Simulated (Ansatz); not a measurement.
## P-1 (COD entry) HgC4F6, size series (44 atoms): support functions against a reference

Aim: test how closely localised support functions follow the reference on P-1 (COD entry) HgC4F6, size series (44 atoms), and at what cost. A setting counts as converged where the r.m.s. difference of forces stays under 1 % of the r.m.s. force.

Calculated with Ansatz 0.2.0; Kohn-Sham DFT, PBE, PAW (set soft_2, large core), plane waves.

**1. The starting structure**

The cell holds 44 atoms: 4 Hg, 16 C and 24 F. Its edges and angles: a = 9.912 Å, b = 11.466 Å, c = 6.394 Å, α = 104.6°, β = 109.3°, γ = 107.2°. It derives from HgC4F6 (P-1 (measured, COD)), repeated 2×2×1. P-1 (COD entry) HgC4F6 (cell 4.956, 5.733, 6.394, 104.6, 109.3, 107.2), 2 x 2 x 1 conventional cells; ideal positions.

Before any run, some limits are plain. The cell is under 6 Å thick along one periodic direction, so every atom has periodic images of itself close by, which move with it and show among its neighbours and in g(r). The levels lack spin–orbit coupling, which is large for the heavy elements here.

**2. Plane-wave single point**

This run is the reference for what follows, at a cutoff of 420 eV.

input.yaml

```yaml
crystal:
  lattice:
    - [9.912, 0.0, 0.0]
    - [-3.38294, 10.95559, 0.0]
    - [-2.11542, -2.33664, 5.56312]
  atoms:
    - { symbol: Hg, position: [0.0, 0.0, 0.0] }
    - { symbol: C, position: [0.1055, 0.0655, 0.8091] }
    - { symbol: C, position: [0.3945, 0.4345, 0.1909] }
    - { symbol: C, position: [0.096, 0.162, 0.7372] }
    - { symbol: C, position: [0.404, 0.338, 0.2628] }
    - { symbol: F, position: [0.19405, 0.00635, 0.7443] }
    - { symbol: F, position: [0.30595, 0.49365, 0.2557] }
    - { symbol: F, position: [0.1653, 0.2052, 0.617] }
    - { symbol: F, position: [0.3347, 0.2948, 0.383] }
    - { symbol: F, position: [0.014, 0.22935, 0.7829] }
    - { symbol: F, position: [0.486, 0.27065, 0.2171] }
    - { symbol: Hg, position: [0.0, 0.5, 0.0] }
    - { symbol: C, position: [0.1055, 0.5655, 0.8091] }
    - { symbol: C, position: [0.3945, 0.9345, 0.1909] }
    - { symbol: C, position: [0.096, 0.662, 0.7372] }
    - { symbol: C, position: [0.404, 0.838, 0.2628] }
    - { symbol: F, position: [0.19405, 0.50635, 0.7443] }
    - { symbol: F, position: [0.30595, 0.99365, 0.2557] }
    - { symbol: F, position: [0.1653, 0.7052, 0.617] }
    - { symbol: F, position: [0.3347, 0.7948, 0.383] }
    - { symbol: F, position: [0.014, 0.72935, 0.7829] }
    - { symbol: F, position: [0.486, 0.77065, 0.2171] }
    - { symbol: Hg, position: [0.5, 0.0, 0.0] }
    - { symbol: C, position: [0.6055, 0.0655, 0.8091] }
    - { symbol: C, position: [0.8945, 0.4345, 0.1909] }
    - { symbol: C, position: [0.596, 0.162, 0.7372] }
    - { symbol: C, position: [0.904, 0.338, 0.2628] }
    - { symbol: F, position: [0.69405, 0.00635, 0.7443] }
    - { symbol: F, position: [0.80595, 0.49365, 0.2557] }
    - { symbol: F, position: [0.6653, 0.2052, 0.617] }
    - { symbol: F, position: [0.8347, 0.2948, 0.383] }
    - { symbol: F, position: [0.514, 0.22935, 0.7829] }
    - { symbol: F, position: [0.986, 0.27065, 0.2171] }
    - { symbol: Hg, position: [0.5, 0.5, 0.0] }
    - { symbol: C, position: [0.6055, 0.5655, 0.8091] }
    - { symbol: C, position: [0.8945, 0.9345, 0.1909] }
    - { symbol: C, position: [0.596, 0.662, 0.7372] }
    - { symbol: C, position: [0.904, 0.838, 0.2628] }
    - { symbol: F, position: [0.69405, 0.50635, 0.7443] }
    - { symbol: F, position: [0.80595, 0.99365, 0.2557] }
    - { symbol: F, position: [0.6653, 0.7052, 0.617] }
    - { symbol: F, position: [0.8347, 0.7948, 0.383] }
    - { symbol: F, position: [0.514, 0.72935, 0.7829] }
    - { symbol: F, position: [0.986, 0.77065, 0.2171] }
kpoints:
  mp_grid: { grid: [2, 1, 3] }
hamiltonian:
  xc: pbe
  pseudopotentials: { kind: paw, core: large }
scf:
  occupations: { method: fermi_dirac, width: 0.025 }
output:
  forces: true
  stress: true
  populations: true
  dos:
    method: { smearing: { sigma: 0.15 } }
    de: 0.1
    projected: { site_lists: { C: [C], F: [F], Hg: [Hg] } }
  eigenvalues: true
  write_density: true
  write_potential: true
  volumetric_format: npy
  elf: true
```

Launch:

```
$ ansatz run input.yaml --threads 4 --pin off --max-ram 8192MiB --backend cpu --events-out ev --progress --plain --runs-dir out
```

Log:

```text
Engine: ansatz 0.2.0, aarch64-unknown-linux-gnu
Pseudopotentials: kind: paw
Pseudopotential: Hg, paw, valence charge 12, recommended cutoff 420 eV (normal), Hg.paw.azcp#standard-large-core
Pseudopotential: C, paw, valence charge 4, recommended cutoff 420 eV (normal), C.paw.azcp
Pseudopotential: F, paw, valence charge 7, recommended cutoff 420 eV (normal), F.paw.azcp
Functional definition: PBE
  parameter kappa = 0.804
  parameter beta = 0.066725
  exchange = pbe_x(kappa = kappa, mu = beta*pi^2/3)
  correlation = pbe_c(beta = beta)
Crystal: 44 atoms, lattice volume = 604.109 Å³
Basis set: ecut = 420 eV, 11823 PW (Γ), exchange–correlation on 144×160×90 points (8 copies of the dense FFT grid, shifted against one another)
Bands: 184, of which v1, the nominal top of the filled ones, is band 140 counted from 1 (139 counted from 0)
Symmetry: 8 space group operations
Space group: P-1 (ITA 2), of the structure as read, at distance tolerance 8.5e-5 Å
k-points: 4 of 6
Non-local potential: Hg, projectors of the file, l = 0: 2, l = 1: 2, l = 2: 2, l = 3: 1
Non-local potential: C, projectors of the file, l = 0: 2, l = 1: 2, l = 2: 1
Non-local potential: F, projectors of the file, l = 0: 2, l = 1: 2, l = 2: 1
PAW form: soft (Blöchl's): semilocal exchange-correlation on the pseudo side does not see the compensation charge
PAW one-centre angular grid: Hg, 590 points (default); XC on 64 Gauss nodes
PAW one-centre angular grid: C, 110 points (default); XC on 64 Gauss nodes
PAW one-centre angular grid: F, 110 points (default); XC on 64 Gauss nodes
Initial density: superposition of atomic densities (chi_scale 0.1, normalization cell, long waves kept (reshape's long-wave potential 0.59 eV rms))
Initial wavefunctions: pseudopotential atomic-orbital guess
Functional: x = pbe(κ = 0.804, μ = 0.219515), c = pbe(β = 0.066725)
SCF iter   1: F=—  HF=-67479.867284 eV  |F-HF|=—  |Δ(HF+E_count)|=         —  Δρ=1.65e-1  dr2=2.01e2  ethr=3.10e-3  ⟨swp⟩=6.2  Hψ=3017  notcnv=0  defer=58
preconditioner: auto → Resta (q_TF=auto, 2.400 Å⁻¹)  ε∞=3.4  [insulator: Δε(μ)=3.501 eV  Ē_g=16.283 eV  σ=0.025 eV  W_gap=1.00  n_scr=144 (ndim 8)  ℏωp=25.3 eV  f_vac=0.120  D(μ)=0.00/eV (n_scr^D=0)  ε∞_Penn≈3.4]
SCF iter   2: F=—  HF=-67427.018348 eV  |F-HF|=—  |Δ(HF+E_count)|=    5.28e1  Δρ=6.92e-2  dr2=1.96e1  ethr=3.10e-3  ⟨swp⟩=4.0  Hψ=1911  notcnv=0  defer=145
SCF iter   3: F=—  HF=-67421.001722 eV  |F-HF|=—  |Δ(HF+E_count)|=    6.02e0  Δρ=2.61e-2  dr2=4.99e0  ethr=3.10e-3  ⟨swp⟩=2.0  Hψ=1311  notcnv=0  defer=145
SCF iter   4: F=—  HF=-67419.106971 eV  |F-HF|=—  |Δ(HF+E_count)|=    1.89e0  Δρ=6.57e-3  dr2=4.23e-1  ethr=1.78e-3  ⟨swp⟩=3.0  Hψ=1107  notcnv=0  defer=145
SCF iter   5: F=—  HF=-67419.000144 eV  |F-HF|=—  |Δ(HF+E_count)|=   1.07e-1  Δρ=3.12e-3  dr2=5.96e-2  ethr=1.51e-4  ⟨swp⟩=4.2  Hψ=1459  notcnv=0  defer=144
SCF iter   6: F=—  HF=-67418.997663 eV  |F-HF|=—  |Δ(HF+E_count)|=   2.48e-3  Δρ=1.15e-3  dr2=7.85e-3  ethr=2.13e-5  ⟨swp⟩=2.0  Hψ=1088  notcnv=0  defer=144
SCF iter   7: F=—  HF=-67418.999345 eV  |F-HF|=—  |Δ(HF+E_count)|=   1.68e-3  Δρ=4.63e-4  dr2=9.08e-4  ethr=2.80e-6  ⟨swp⟩=2.0  Hψ=1111  notcnv=0  defer=144
SCF iter   8: F=—  HF=-67418.999569 eV  |F-HF|=—  |Δ(HF+E_count)|=   2.24e-4  Δρ=1.85e-4  dr2=1.50e-4  ethr=3.24e-7  ⟨swp⟩=2.0  Hψ=1120  notcnv=0  defer=144
SCF iter   9: F=—  HF=-67418.999624 eV  |F-HF|=—  |Δ(HF+E_count)|=   5.50e-5  Δρ=3.17e-5  dr2=6.38e-6  ethr=5.34e-8  ⟨swp⟩=2.0  Hψ=1152  notcnv=0  defer=144
SCF iter  10: F=—  HF=-67418.999538 eV  |F-HF|=—  |Δ(HF+E_count)|=   8.62e-5  Δρ=1.31e-5  dr2=9.88e-7  ethr=2.28e-9  ⟨swp⟩=2.0  Hψ=1096  notcnv=0  defer=144
SCF iter  11: F=-67418.999538 eV  HF=-67418.999538 eV  |F-HF|=7.60e-8  |Δ(HF+E_count)|=   1.32e-7  Δρ=3.04e-6  dr2=4.87e-8  ethr=3.57e-11  ⟨swp⟩=20.2  Hψ=7085  notcnv=0
SCF 1 converged in 11 iterations: F = -67418.999538 eV  dr2 = 4.87e-8
  greatest PAW one-centre occupation: 0.947 electrons in one spin orbital (limit 2), on the Hg atom at site 33 (counted from 0), in its partial waves of l = 2
SCF converged after 11 iterations
Free energy (F): -67418.999538 eV
Harris-Foulkes:  -67418.999538 eV  (|F-HF|=7.60e-8)
Internal energy: -67418.999538 eV  (E = F + TS)
E sigma→0 (E₀):  -67418.999538 eV
Fermi energy:    4.913522 eV
--- Per-component energies (eV) ---
  E_band       = -1922.818613
  E_kinetic    = 7788.464336
  E_local      = -23227.139680  (includes V_loc(G=0)·N_el)
  E_nonlocal   = 3115.193373
  E_hartree    = 8343.297946
  E_xc         = -3838.616855
  E_vxc        = -3953.338707  (∫ρ·V_xc dr)
  E_paw        = -45763.211929  (= ΣΔE_a)
  E_vpaw       = -2332.650890  (= ΣTr[D̂ρ^β])
  E_aug_tail   = 0.048096  (compensation charges beyond the density's cutoff)
  E_ewald      = -13837.034825
  E_smearing   = -0.000000  (= −TS)
  E_closure    = 0.000000  (closes the sum)
  Σ components = -67418.999538   (vs F -67418.999538, Δ=0.00e0)
--- Forces (eV/Å), atoms counted from 1 ---
  atom   1  Hg    -0.00000000     0.00000000    -0.00000000
  atom   2  C      0.18130439    -0.28978726     0.01588892
  atom   3  C     -0.18130439     0.28978726    -0.01588892
  atom   4  C     -0.75940908    -0.07523955     0.47225076
  atom   5  C      0.75940908     0.07523955    -0.47225076
  atom   6  F      0.49520184    -0.11372614    -0.21626850
  atom   7  F     -0.49520184     0.11372614     0.21626850
  atom   8  F      1.31146711     1.22708908    -1.13086932
  atom   9  F     -1.31146711    -1.22708908     1.13086932
  atom  10  F     -0.45689915     0.02476425     0.13250946
  atom  11  F      0.45689915    -0.02476425    -0.13250946
  atom  12  Hg     0.00000000     0.00000000     0.00000000
  atom  13  C      0.18130439    -0.28978726     0.01588892
  atom  14  C     -0.18130439     0.28978726    -0.01588892
[...]
atom  43  F     -0.45689915     0.02476425     0.13250946
  atom  44  F      0.45689915    -0.02476425    -0.13250946
  max |Σ_I F_I| component: 2.26e-16 eV/Å
--- Stress (GPa, compression-positive) ---
        8.724361       2.857759      -4.192096
        2.857765       9.241918      -4.335053
       -4.192101      -4.335046       6.243761
  P = ⅓ Tr σ = 8.0700 GPa (80.700 kbar)
--- Band table (eV) ---
  k-point 0: bands = ["-24.4536", "-24.4400", "-24.4016", "-24.3941", [... 168 levels ...], "11.7643", "11.8417", "11.9148", "12.4502", "12.8428", "13.1237", "13.2563", "13.3452", "13.3471", "13.3983", "13.8873", "13.8982"]
[...]
--- Löwdin populations: 44 sites ---
  site symbol       q [e]
     0     Hg     10.8790
     1      C      4.2187
     2      C      4.2187
[...]
43      F      7.2079
  spilling = 0.008466 (of n_electrons = 280.000000)
```

Elapsed: 26 s, on 4 threads of Arm Neoverse V1, shared host; peak memory 2.3 GiB; 99 s of CPU time.

Reading the cycles: dr2 is the Hartree energy of the density residual (eV), the measure of convergence; HF is the Harris–Foulkes estimate of the energy, which meets the free energy F at convergence.

The program notes that potentials were chosen by core size.

Numbers from this run:

| Quantity | Value |
| --- | --- |
| free energy | -67418.9995 eV |
| free energy per atom | -1532.2500 eV/atom |
| SCF cycles | 11 |
| pressure | 8.07 GPa |
| r.m.s. force component | 0.6009 eV/Å |
| longest force | 2.122 eV/Å |
| Fermi energy | 4.914 eV |
| gap (highest filled to lowest empty level) | 3.613 eV |
| spilling of the projection | 0.008466 |

The r.m.s. force component of 0.60 eV/Å and the pressure of 8.1 GPa set the scale for the differences below.

**3. Support functions low**

The cell is solved in localised support functions. The level low gives here a grid of 60×72×36 points and a radius of 3.69 Å.

This step: Kohn-Sham DFT, PBE, PAW (set soft_2, large core), localised support functions (low) (Ansatz 0.2.0).

input.yaml, the sections that differ from step 2:

```yaml
scf:
  occupations: { method: fermi_dirac, width: 0.025 }
  eigensolver: { kind: { support_functions: { accuracy: low } } }
  max_iter: 150
output:
  forces: true
  eigenvalues: true
# crystal, kpoints, hamiltonian: as in step 2
```

Log:

```text
Warning: scf.eigensolver.kind.support_functions: disabling space-group detection — the functions' gradient is summed over unrotated k-points, so no spatial operation reduces the k-mesh or symmetrises the density; time reversal is kept, so that k and −k are solved as one point where they differ and the mesh holds both, and exact exchange and, on two spinor components, a DFT+U term hold to it where the run has them: [...]
settings of this run that can trade accuracy for cost: scf.eigensolver.kind.support_functions; scf.eigensolver.kind.support_functions.accuracy: low [...]
[...]
Crystal: 44 atoms, lattice volume = 604.109 Å³
Basis set: ecut = 420 eV, 11823 PW (Γ), exchange–correlation on 150×180×90 points (8 copies of the dense FFT grid, shifted against one another)
Bands: 168, of which v1, the nominal top of the filled ones, is band 140 counted from 1 (139 counted from 0)
Symmetry: 1 space group operations
k-points: 4 of 6 (time reversal used)
[...]
Eigensolver: Support functions (low, 60×72×36 points, laid for a spacing of at most 0.181454 Å, radius 3.689830 Å, 3 species' potentials softened for the grid, 2 wholly corrected for its errors in the mean over positions, 3 with the egg-box correction, energy correction by stochastic trace)
[...]
SCF iter   1: F=—  HF=-67445.832737 eV  |F-HF|=—  |Δ(HF+E_count)|=         —  Δρ=1.65e-1  dr2=1.79e2  ethr=1.00e-1
[...]
SCF iter  10: F=—  HF=-67419.300065 eV  |F-HF|=—  |Δ(HF+E_count)|=   2.46e-3  Δρ=6.38e-5  dr2=2.66e-5  ethr=1.32e-7  κ⁻¹=1.4e-6(r=7)
SCF iter  11: F=-67419.301691 eV  HF=-67419.301689 eV  |F-HF|=2.29e-6  |Δ(HF+E_count)|=   1.62e-3  Δρ=2.42e-5  dr2=4.90e-6  ethr=9.50e-9
SCF 1 converged in 11 iterations: F = -67419.318138 eV  dr2 = 4.90e-6
[...]
SCF converged after 11 iterations
Stability not checked: this state was not tested for a lower state beside it, because the mixer in use, unlike msr1, does not test its closes by its own steps (another_mixer; see scf.mixing.algorithm and scf.lower_state_search)
Free energy (F): -67419.318138 eV
[...]
Internal energy: -67419.318138 eV  (E = F + TS)
E sigma→0 (E₀):  -67419.318138 eV
Fermi energy:    4.913743 eV
[...]
Σ components = -67419.318138   (vs F -67419.318138, Δ=0.00e0)
--- Forces (eV/Å), atoms counted from 1 ---
  atom   1  Hg     0.00000343     0.00000190    -0.00023650
  atom   2  C      0.18673626    -0.28762301     0.01158695
  atom   3  C     -0.18669838     0.28709419    -0.01189467
  atom   4  C     -0.75950685    -0.07014600     0.46960259
[...]
atom  44  F      0.44828526    -0.02123382    -0.12949042
  max |Σ_I F_I| component: 3.58e-3 eV/Å
--- Band table (eV) ---
[...]
```

Run time: 2.2 min. Hardware: 4 threads; peak memory 2.5 GiB; 8.2 min of CPU time.

The program notes that the band table was not solved further than the SCF left it and it switched symmetry off.

Keys that differ from the reference: support_functions.accuracy = "low" and scf.max_iter = 150.

Forces differ from the reference by 4.6 meV/Å r.m.s., 0.76 % of their size, within a tolerance of 1 %; the energy by -7.2 meV/atom. It took roughly 5.0 times the reference's time (one timing each, with unlike analyses asked), in 11 cycles against 11.

**4. Support functions medium**

The level medium is asked for. Here it resolves to the same grid and radius as in the run with support functions low, so the basis is not new. Besides, the program derives a nominal cutoff of 631 eV for this run, against the reference's 420.

This step: Kohn-Sham DFT, PBE, PAW (set soft_2, large core), localised support functions (medium) (Ansatz 0.2.0).

Changes to input.yaml since step 3:

```diff
@@ -14,3 +14,3 @@
   occupations: { method: fermi_dirac, width: 0.025 }
-  eigensolver: { kind: { support_functions: { accuracy: low } } }
+  eigensolver: { kind: { support_functions: { accuracy: medium } } }
   max_iter: 150
```

Log:

```text
[...]
Warning: basis.ecutwfc = 631 eV, auto-derived: no grid that the accuracy of the support functions lays serves the files at the lower one that their records recommend; a deck with other species or settings can derive another value
[...]
Crystal: 44 atoms, lattice volume = 604.109 Å³
Basis set: ecut = 631 eV, 21737 PW (Γ), exchange–correlation on 180×192×108 points (8 copies of the dense FFT grid, shifted against one another)
Bands: 168, of which v1, the nominal top of the filled ones, is band 140 counted from 1 (139 counted from 0)
Symmetry: 1 space group operations
k-points: 4 of 6 (time reversal used)
[...]
Eigensolver: Support functions (medium, 60×72×36 points, laid for a spacing of at most 0.179762 Å, radius 3.689830 Å, 3 species' potentials softened for the grid, 2 wholly corrected for its errors in the mean over positions, 3 with the egg-box correction, energy correction by stochastic trace)
[...]
SCF iter   1: F=—  HF=-67445.854791 eV  |F-HF|=—  |Δ(HF+E_count)|=         —  Δρ=1.65e-1  dr2=1.79e2  ethr=1.00e-1
[...]
SCF iter  11: F=—  HF=-67419.301815 eV  |F-HF|=—  |Δ(HF+E_count)|=   1.62e-3  Δρ=2.42e-5  dr2=4.90e-6  ethr=9.50e-9  κ⁻¹=2.8e-7(r=7)
SCF iter  12: F=-67419.303115 eV  HF=-67419.303115 eV  |F-HF|=7.80e-8  |Δ(HF+E_count)|=   1.30e-3  Δρ=8.64e-6  dr2=5.58e-7  ethr=1.75e-9
SCF 1 converged in 12 iterations: F = -67419.318269 eV  dr2 = 5.58e-7
[...]
SCF converged after 12 iterations
[...]
Free energy (F): -67419.318269 eV
[...]
Internal energy: -67419.318269 eV  (E = F + TS)
E sigma→0 (E₀):  -67419.318269 eV
Fermi energy:    4.913725 eV
[...]
Σ components = -67419.318269   (vs F -67419.318269, Δ=0.00e0)
--- Forces (eV/Å), atoms counted from 1 ---
  atom   1  Hg    -0.00003553     0.00000443    -0.00017011
  atom   2  C      0.18688068    -0.28774212     0.01162153
  atom   3  C     -0.18703145     0.28749828    -0.01190326
  atom   4  C     -0.75923394    -0.07050348     0.46962953
[...]
atom  44  F      0.44819056    -0.02111497    -0.12961141
  max |Σ_I F_I| component: 3.57e-3 eV/Å
--- Band table (eV) ---
[...]
```

Wall time 2.3 min (4 threads); peak memory 2.6 GiB.

Keys that differ from the reference: support_functions.accuracy = "medium" and scf.max_iter = 150.

Forces differ from the reference by 4.6 meV/Å r.m.s., 0.77 % of their size, within a tolerance of 1 %; the energy by -7.2 meV/atom. It took roughly 5.3 times the reference's time (one timing each, with unlike analyses asked), in 12 cycles against 11.

**5. Support functions medium, radius 3.14 Å**

The radius confines each support function; a larger one gives more freedom and more work per atom.

input.yaml, the sections that differ from step 4:

```yaml
scf:
  occupations: { method: fermi_dirac, width: 0.025 }
  eigensolver: { kind: { support_functions: { accuracy: medium, radius: 3.14 } } }
  max_iter: 150
# crystal, kpoints, hamiltonian, output: as in step 4
```

Log:

```text
Warning: scf.eigensolver.kind.support_functions: disabling space-group detection — the functions' gradient is summed over unrotated k-points, so no spatial operation reduces the k-mesh or symmetrises the density; time reversal is kept, so that k and −k are solved as one point where they differ and the mesh holds both, and exact exchange and, on two spinor components, a DFT+U term hold to it where the run has them: [...]
Warning: basis.ecutwfc = 631 eV, auto-derived: no grid that the accuracy of the support functions lays serves the files at the lower one that their records recommend; a deck with other species or settings can derive another value
settings of this run that can trade accuracy for cost: scf.eigensolver.kind.support_functions [...]
Engine: ansatz 0.2.0, aarch64-unknown-linux-gnu
Pseudopotentials: kind: paw
Pseudopotential: Hg, paw, valence charge 12, recommended cutoff 420 eV (normal), Hg.paw.azcp#standard-large-core
Pseudopotential: C, paw, valence charge 4, recommended cutoff 420 eV (normal), C.paw.azcp
Pseudopotential: F, paw, valence charge 7, recommended cutoff 420 eV (normal), F.paw.azcp
[... 5 lines on functional and potentials left out ...]
Error: SCF: the radius of support functions is under 3.51 Å, the least for these sites at the functions' level (scf.eigensolver.kind.support_functions.accuracy). Use scf.eigensolver.kind: auto, or type scf.eigensolver.kind.support_functions.radius at least as long, [...]
```

It took 5 s on 4 threads; peak memory 0.29 GiB.

The program refuses radii under 3.51 Å for these atoms at this level.

[end of part 1 of 2]

[Long decimals in the printed logs are rounded to 6 places.]

[Logs are printed without paths, hosts, clocks, repeated set-up lines and the standing remarks that a program may print on its own settings, such as how far it seeks lower states.]

[Hosts, paths, dates, database ids (printed as entryN), source tags and the programs' standing remarks are cut or masked in the printed files.]
